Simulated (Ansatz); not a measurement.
Two G0W0 runs on KF (Carobbiite).

```
K F
1.0
     0.00000    2.67185    2.67185
     2.67185    0.00000    2.67185
     2.67185    2.67185    0.00000
K F
1 1
Direct
  0.00000 0.00000 0.00000
  0.50000 0.50000 0.50000
```

The cell and positions come from the Crystallography Open Database and are kept as given unless a step says otherwise.

The first (Ansatz 0.2.0; start PBE, 6×6×6 mesh, 113 empty bands, screening to 120 eV, plasmon pole, PAW set soft_1 files; 1 × NVIDIA GB200 (shared by 2 runs) with 24 threads of Arm Neoverse V2, shared host) gave, on its mesh: starting gap 6.18 eV, G0W0 gap 9.60 eV, RPA ε∞ (mean) 1.90, 4.6 s.

**Question.** The second changes files from PAW set soft_1 to hard PAW and frequency model from plasmon pole to contour deformation. What does it give?

It gave: starting gap 6.18 eV, G0W0 gap 9.56 eV, RPA ε∞ (mean) 1.90, 4.3 s. The G0W0 gap moves by −0.04 eV, −0.004 eV from the start and −0.04 eV from the correction. Σc changes by +0.02 eV at the valence top and −0.02 eV at the conduction bottom, and Σx − Vxc between them by −0.0003 eV.

Limits: not at the basis limit.

[Paths, hosts, dates, memory and timing lines, banners, echoed tables and standing remarks are left out of the program output.]

[Logs are printed without paths, hosts, clocks, repeated set-up lines and the standing remarks that a program may print on its own settings, such as how far it seeks lower states.]

[Runs of the session that timed out or met a known fault of the program may be left out.]

[Cells called generated may have been cut or substituted from an entry of the Crystallography Open Database or the Materials Project.]

[Hosts, paths, dates, database ids (printed as entryN), source tags and the programs' standing remarks are cut or masked in the printed files.]
